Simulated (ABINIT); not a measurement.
Planning a run of ABINIT 10.8.3 on TaAgO3 (R3c). The input:

```
acell 3*1.0 Angstrom
rprim 
  2.764050000011 1.595825011582 4.571966666692
  -2.764050000011 1.595825011582 4.571966666692
  -0.000000000000 -3.191650023098 4.571966666716
ntypat 3
znucl 73 47 8
natom 10
typat 1 1 2 2 3 3 3 3 3 3
xred 
  0.000000000000 0.000000000000 0.000000000000
  0.500000000000 0.500000000000 0.500000000000
  0.249200000000 0.249200000000 0.249200000000
  0.749200000000 0.749200000000 0.749200000000
  0.810800000000 0.700900000000 0.241300000000
  0.241300000000 0.810800000000 0.700900000000
  0.700900000000 0.241300000000 0.810800000000
  0.741300000000 0.200900000000 0.310800000000
  0.200900000000 0.310800000000 0.741300000000
  0.310800000000 0.741300000000 0.200900000000
pp_dirpath "pseudos"
pseudos "Ta.upf, Ag.upf, O.upf"
ecut 39
iscf -2
irdden 1
kptopt 0
nkpt 31
kpt 
  0.00000000 0.00000000 0.00000000
  -0.12500000 -0.12500000 -0.12500000
  -0.25000000 -0.25000000 -0.25000000
  -0.37500000 -0.37500000 -0.37500000
  -0.50000000 -0.50000000 -0.50000000
  -0.43697214 -0.56302786 -0.50000000
  -0.37394428 -0.62605572 -0.50000000
  -0.31091643 -0.68908357 -0.50000000
  -0.24788857 -0.75211143 -0.50000000
  0.24788857 -0.50000000 -0.24788857
  0.18591643 -0.50000000 -0.18591643
  0.12394429 -0.50000000 -0.12394429
  0.06197214 -0.50000000 -0.06197214
  0.00000000 -0.50000000 0.00000000
  0.00000000 -0.37500000 0.00000000
  0.00000000 -0.25000000 0.00000000
  0.00000000 -0.12500000 0.00000000
  0.00000000 0.00000000 0.00000000
  0.09348607 -0.09348607 0.00000000
  0.18697215 -0.18697215 0.00000000
  0.28045822 -0.28045822 0.00000000
  0.37394429 -0.37394429 0.00000000
  0.00000000 -0.62605571 -0.37394429
  0.00000000 -0.59454178 -0.40545822
  0.00000000 -0.56302786 -0.43697215
  0.00000000 -0.53151393 -0.46848607
  0.00000000 -0.50000000 -0.50000000
  0.00000000 -0.37500000 -0.37500000
  0.00000000 -0.25000000 -0.25000000
  0.00000000 -0.12500000 -0.12500000
  0.00000000 0.00000000 0.00000000
istwfk *1
nband 57
nbdbuf 2
tolwfr 1e-08
nstep 40
prtwf 0
prtvol 0
indata_prefix "in"
outdata_prefix "out"
tmpdata_prefix "tmp"
```

```sh
OMP_NUM_THREADS=1 mpirun -n 4 abinit run.abi > log
```

Estimate wall time and host memory on 4 MPI ranks of Arm Neoverse V1, shared host.

It took 3.7 min; on shared hardware allow 1.8 min to 7.3 min. Peak host memory was 0.64 GiB.

[Paths, hosts, dates, memory and timing lines, banners, echoed tables and standing remarks are left out of the program output.]

[Logs are printed without paths, hosts, clocks, repeated set-up lines and the standing remarks that a program may print on its own settings, such as how far it seeks lower states.]

[Runs of the session that timed out or met a known fault of the program may be left out.]

[Hosts, paths, dates, database ids (printed as entryN), source tags and the programs' standing remarks are cut or masked in the printed files.]

[G0W0 gaps are taken among the corrected bands and points alone; a level outside them can change the order at an edge.]

[Where Ansatz stands beside ABINIT at settings called matched, ABINIT's density can come from a denser mesh and the files from another edition; pairs whose starting gaps differed by over 0.03 eV were left out, so agreement reads better than it is.]
